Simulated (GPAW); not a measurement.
# Surface energy and work function of Pb(111) from slabs of 3 to 12 layers (RPBE)

How do energy and work function of Pb(111) films settle with thickness, and what surface energy follows?

**Method.** GPAW 26.7.0, plane waves at 450 eV with PAW setups; symmetric 1×1 slabs cut at the tabulated lattice constant (two decimals; low-temperature values for the alkali metals), atoms at bulk places, 7.5 Å of vacuum on each side, one in-plane mesh for all thicknesses, Fermi-Dirac smearing of 0.1 eV. Energies are extrapolated to zero smearing and count from the program's reference atoms. Functional RPBE. The cell's area is 10.610 Å².

What came out, but for one run:

```tsv
layers	energy (eV)	work function (eV)
3	−9.8712	3.80
4	−13.3663	3.62
5	−16.6681	3.55
6	−20.0938	3.64
7	−23.4468	3.54
8	−26.8513	3.66
9	−30.2218	3.54
10	−33.5918	3.65
11	−36.9873	3.58
12	?	?
```

Q: What surface energy do these runs give, and what energy and work function should the 12-layer slab have?

Worked answer. A slab of n layers has E(n) = nε + 2Aγ once its middle is bulk-like. A line through n = 6 to 11 has the slope ε = −3.3792 eV a layer and the intercept 2Aγ = 0.1913 eV (r.m.s. residual 9.8 meV). So γ = 0.1913 / (2 × 10.610 Å²) = 0.0090 eV/Å² = 0.14 J/m², with a standard error of about 0.02 J/m² from the scatter about the line. For 12 layers: 0.1913 + 12 × (−3.3792) = −40.359 eV; the run gives −40.350 eV, 9.3 meV over the line. The work function has no such law: from 6 to 11 layers it moves between 3.54 and 3.66 eV (mean 3.60), and the 12-layer slab gives 3.61 eV. The thinnest slab, 3 layers, lies +0.20 eV from that mean. The values go up and down with thickness, as expected where levels confined across the film cross the Fermi level one by one.

**Limits.** The surfaces are unrelaxed, so γ is an upper bound for this functional and lattice constant. The tabulated lattice constant isn't the functional's own, which strains the slab a little. Spin-orbit coupling is left out.

[Logs are printed without paths, hosts, clocks, repeated set-up lines and the standing remarks that a program may print on its own settings, such as how far it seeks lower states.]
